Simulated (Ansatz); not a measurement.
# Does disorder add resistance in series? Al(111) layers displaced at 500 K

Two lengths of the disordered region are known. What area resistance does the third give?

How it was computed: Ansatz 0.2.0, plane waves with PAW datasets at their recommended cutoffs (420 eV for most), Fermi-Dirac smearing; ballistic transmission by layer matching. The area resistance is RA = A (h/2e²)(1/T − 1/N), with T the zone-mean transmission per spin and N the lead's channels, both averaged over a few energies near the Fermi level; for magnets each spin is taken apart, with h/e², and the two conduct in parallel. Lateral cell 2x2, PBE, a fresh random draw for each length. Atoms are displaced independently, by 0.123 Å r.m.s. per direction; each RA is scaled by the nominal over the drawn mean square displacement.

The runs, with one result withheld:

| length (Å) | channels N | RA (fΩ m²) |
| --- | --- | --- |
| 9.35 | 5.430 | 0.0769 |
| 18.7 | 5.450 | 0.141 |
| 28.0 | 5.490 | ? |

**Estimate by hand.**

Ohm's law makes RA linear in the length: the slope is (0.141 − 0.0769)/(18.7 − 9.35) = 6.84×10⁻³ fΩ m² per Å, or 6.8 µΩ cm. Then 0.141 + 6.84×10⁻³ × 9.35. Predicted: 0.205 fΩ m².

Check against the run:

0.239 fΩ m², so the prediction is 14 % too low. The three lengths together give 8.7 µΩ cm. The two increments are 0.064 and 0.098 fΩ m²; with one draw for each length, their difference can't be told from scatter.

Caveats: The scatterers repeat sideways with the small cell. The slope is a raw one; a model of isotropic scattering puts it 1.09 times the bulk value over these lengths.
